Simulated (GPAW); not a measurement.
Computed results, one entry a study.

### YHSe (P-6m2): one start, several treatments of the self-energy

It takes space group P-6m2 (No. 187, hexagonal). The conventional cell has a = 3.841 Å, b = 3.841 Å, c = 3.916 Å, α = 90.00°, β = 90.00°, γ = 120.00°. Y has 3 H at 2.22 Å and 6 Se at 2.96 Å nearest. Nearest to H lie 3 Y at 2.22 Å. Nearest to Se lie 6 H at 2.96 Å and 6 Y at 2.96 Å. Farther neighbours and most contacts between anions are not listed.

* method: DFT, LDA, plane waves, PAW (and 3 further levels or steps)
* program: GPAW 26.7.0
* settings of one run: cutoff 600 eV, GPAW PAW setups 1.2.1 data release, 3×3×4 k-mesh, nbands 331
* cost: 6 runs, 5.5 min in all on 4 MPI ranks of Arm Neoverse V1, shared host (the runs of this entry)
* notes: The cell and positions are those that the Materials Project relaxed with its own functionals (PBE, PBE+U or r2SCAN), kept fixed. Limits: no spin-orbit coupling. Bands and cutoff are finite, so the gap is not at the basis limit. The miss can reach some tenths of an eV and take either sign; the mesh is an error of its own. The 3×3×4 mesh is coarse for this cell, which bears on the long-range parts of exchange and screening.
* G0W0, Godby-Needs plasmon pole: 2.491 eV
* one-shot HSE06: 2.509 eV
* G0W0, extrapolated in the cutoff: 2.609 eV
* one-shot PBE0: 3.160 eV
* G0W0, full frequency, Hilbert transform: 2.500 eV
* known limits: not at the basis limit; no spin-orbit coupling; coarse k mesh

One-shot HSE06: +0.018 eV against G0W0, Godby-Needs plasmon pole. G0W0, extrapolated in the cutoff: +0.118 eV against G0W0, Godby-Needs plasmon pole, at other bands or cutoff, so not like for like.

[Runs of the session that timed out or met a known fault of the program may be left out.]

[Hosts, paths, dates, database ids (printed as entryN), source tags and the programs' standing remarks are cut or masked in the printed files.]
